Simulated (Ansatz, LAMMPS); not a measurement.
# Elastic response of 42In2O3-58Na2O (mol %) with crystalline order left by the classical run (100 atoms), part 4 of 4

Aim: relax 42In2O3-58Na2O (mol %) with crystalline order left by the classical run (100 atoms), then change its volume and shape to read moduli from the stress.

Ansatz 0.2.0; Kohn-Sham DFT, LDA, PAW (set soft_2), plane waves.

The cell: 22 In, 30 Na and 48 O. The quench rate of 20 K/ps far exceeds what a furnace or splat quench reaches. The starting topology of bonds comes from the classical model. Sampling is at Γ alone.

So far. Step 11 (Compressed by 1 % along x): The relaxation converged after 3 steps, 0.0169 eV below its start, with a largest force component of 0.025 eV/Å. Step 11 (Compressed by 1 % along x): Compressed by 1 % along x: the energy stands 0.0744 eV above that of the reference, at a pressure of 1.06 GPa.

## (12) Sheared by 2 % in xy

A shear of the relaxed cell gives the modulus that volume changes can't reach.

The input, input.yaml:

```yaml
crystal:
  lattice:
    - [11.10404, -0.33391, 0.89708]
    - [-0.33885, 10.6098, 0.44608]
    - [0.90154, 0.45505, 10.29345]
  atoms:
    [... the 100 atom lines of step 4 ...]
kpoints:
  mp_grid: { grid: [1, 1, 1] }
hamiltonian:
  xc: lda
scf:
  occupations: { method: gaussian, width: 0.05 }
output:
  forces: true
  eigenvalues: true
  stress: true
relax:
  f_tol: 0.05
  max_steps: 70
```

Run with:

```sh
ansatz run input.yaml --threads 4 --pin off --max-ram 8192MiB --backend cpu --events-out ev --progress --plain --runs-dir out
```

Numbers of over 12 decimals in the logs are rounded to 6 here.

The log of the run:

```text
[...]
Crystal: 100 atoms, lattice volume = 1200.416 Å³
Basis set: ecut = 420 eV, 23499 PW (Γ)
Bands: 522, of which v1, the nominal top of the filled ones, is band 422 counted from 1 (421 counted from 0)
Symmetry: 1 space group operations
[...]
k-points: 1
[...]
SCF iter   1: F=—  HF=-190746.581249 eV  |F-HF|=—  |Δ(HF+E_count)|=         —  Δρ=1.88e-2  dr2=3.58e0  ethr=1.77e-3  ⟨swp⟩=5.0  Hψ=2042  notcnv=0  defer=81
[...]
SCF iter   8: F=-190745.460616 eV  HF=-190745.460617 eV  |F-HF|=1.25e-6  |Δ(HF+E_count)|=   1.21e-5  Δρ=1.53e-5  dr2=2.94e-6  ethr=7.41e-9  ⟨swp⟩=10.0  Hψ=2369  notcnv=0
SCF 1 converged in 8 iterations: F = -190745.460616 eV  dr2 = 2.94e-6
[...]
relax step   1: F+E_penalty+E_count = -190745.46061622 eV  Δ(F+E_penalty+E_count) = +0.000e0 eV  max|allowed force component| = 1.950e-1 eV/Å  Δτ_max = 0.0000 Å  (8 SCF iters, dr2 threshold 6.25e-5 eV, accepted)
[...]
relax step   2: F+E_penalty+E_count = -190745.48520172 eV  Δ(F+E_penalty+E_count) = -2.459e-2 eV  max|allowed force component| = 6.564e-2 eV/Å  Δτ_max = 0.0122 Å  (8 SCF iters, accepted)
[...]
relax step   3: F+E_penalty+E_count = -190745.49409119 eV  Δ(F+E_penalty+E_count) = -8.889e-3 eV  max|allowed force component| = 4.031e-2 eV/Å  Δτ_max = 0.0114 Å  (8 SCF iters, accepted)
SCF converged after 8 iterations
Free energy (F): -190745.494091 eV
[...]
Internal energy: -190745.494091 eV  (E = F + TS)
E sigma→0 (E₀):  -190745.494091 eV
Fermi energy:    8.013642 eV
[...]
--- Forces (eV/Å), atoms counted from 1 ---
  atom   1  In     0.00186867    -0.01499642     0.00876656
  atom   2  In     0.01064698     0.00122621     0.00730783
  atom   3  In     0.00869199     0.00371157    -0.00340927
  atom   4  In     0.00285337     0.00173249    -0.01411391
  atom   5  In     0.00241239     0.01100166    -0.00549637
  atom   6  In     0.00549078    -0.00086441    -0.00282818
  atom   7  In     0.00515706    -0.01971105     0.00817472
  atom   8  In     0.00103236     0.00747809    -0.00857293
  atom   9  In     0.00235500    -0.00779290     0.01554626
  atom  10  In    -0.01632676     0.00870456    -0.00367240
  atom  11  In     0.00436044     0.00812444     0.00091371
  atom  12  In    -0.00616260    -0.00185421     0.00434373
  atom  13  In    -0.00508854    -0.00259261     0.01397699
  atom  14  In     0.00185317    -0.00257985     0.00358238
[...]
atom  99  O     -0.00073227    -0.01114317     0.01803001
  atom 100  O     -0.00258722    -0.00239035    -0.01853139
  max |Σ_I F_I| component: 2.62e-5 eV/Å
--- Stress (GPa, compression-positive) ---
        0.095896      -1.215675      -0.054129
       -1.215675       0.086250      -0.086200
       -0.054129      -0.086200       0.181072
  P = ⅓ Tr σ = 0.1211 GPa (1.211 kbar)
--- Band table (eV) ---
[...]
--- Relaxed structure (3 steps of the walk, 3 accepted, 0 SCFs on fresh bases) ---
  F+E_penalty+E_count = -190745.49409119 eV   max|allowed force component| = 4.031e-2 eV/Å
  atoms:
    - { symbol: In, position: [0.323377, 0.330518, 0.085664] }
    - { symbol: In, position: [0.667722, 0.463811, 0.600789] }
    - { symbol: In, position: [0.917301, 0.777160, 0.313152] }
    - { symbol: In, position: [0.388740, 0.408776, 0.762566] }
[...]
- { symbol: O, position: [0.648437, 0.438717, 0.134532] }
```

Run time: 38 s. Hardware: 4 threads of Intel Xeon Platinum 8375C at 2.90GHz (Ice Lake), shared host; peak memory 1.9 GiB; 2.3 min of CPU time.

The relaxation converged after 3 steps, 0.0335 eV below its start, with a largest force component of 0.040 eV/Å.

Sheared by 2 % in xy: the energy stands 0.0870 eV above that of the reference, at a pressure of 0.121 GPa.

## (13) Pressure against volume

Atoms are relaxed at each volume, in the scaled cell.

```
volume change (%)  volume (Å³/atom)  energy change (meV/atom)  pressure (GPa)  largest move on relaxing (Å)  bonds  gap (eV)
              -10            10.805                     45.53           13.53                          0.16    295                1.61
               -6            11.285                     15.04            7.10                          0.10    294                1.50
               -3            11.645                      3.50            3.18                          0.05    293                1.41
               +0            12.005                      0.00            0.00                             -    293                1.30
               +3            12.366                      3.24           -2.63                          0.04    293                1.20
               +6            12.726                     11.35           -4.64                          0.15    292                1.07
```

## (14) Uniaxial strain and shear

Stress (GPa, compression positive) less that of the relaxed cell, atoms relaxed:

```
                   strain      xx      yy      zz      xy  energy change (meV/atom)
 stretched by 1 % along x  -1.816  -0.601  -0.582   0.007                      0.77
compressed by 1 % along x   1.907   0.654   0.628  -0.048                      0.74
     sheared by 2 % in xy   0.096   0.088   0.182  -1.216                      0.87
```

## (15) Findings

The bulk modulus, from the slope of pressure against ln V over the three points nearest the relaxed volume, is 96.8 GPa; a quadratic over all points gives a pressure derivative of about 6.3. The count of bonds runs from 292 to 295 over the series, so at some points contacts cross the cutoffs. The gap goes from 1.61 eV at the smallest volume to 1.07 eV at the largest, -3.3 eV per unit of ln V by a straight line, on the run's k-points. In the Cartesian axes of the cell, finite differences give C11 = 186, C12 = 62.8, C13 = 60.5 and C66 = 60.8 GPa (the shear of 2 % is the engineering strain, εxy = 0.01). The mean of C11, C12 and C13, which equals the bulk modulus in a cubic or isotropic solid, is 103 GPa: it agrees with the bulk modulus within 10 %. For an isotropic solid C66 would equal (C11 − C12)/2 = 61.7 GPa; so small a sample needn't be isotropic, and C66 rests on one shear. With the bulk modulus and C66 as K and G, Young's modulus would be about 151 GPa and Poisson's ratio 0.24.

**Limits.** Strains are finite and relaxations stop at the force tolerance of the input, which can leave moduli too stiff; they are those of a static cell at zero temperature. Volumes are changed with the cell's shape held, so in an anisotropic solid the modulus lies over the one under free hydrostatic load. The program notes that the SCF threshold of the relaxations is loose for the stress.

The DFT runs together took 12 min of wall time.

[Logs are printed without paths, hosts, clocks, repeated set-up lines and the standing remarks that a program may print on its own settings, such as how far it seeks lower states.]

[Hosts, paths, dates, database ids (printed as entryN), source tags and the programs' standing remarks are cut or masked in the printed files.]
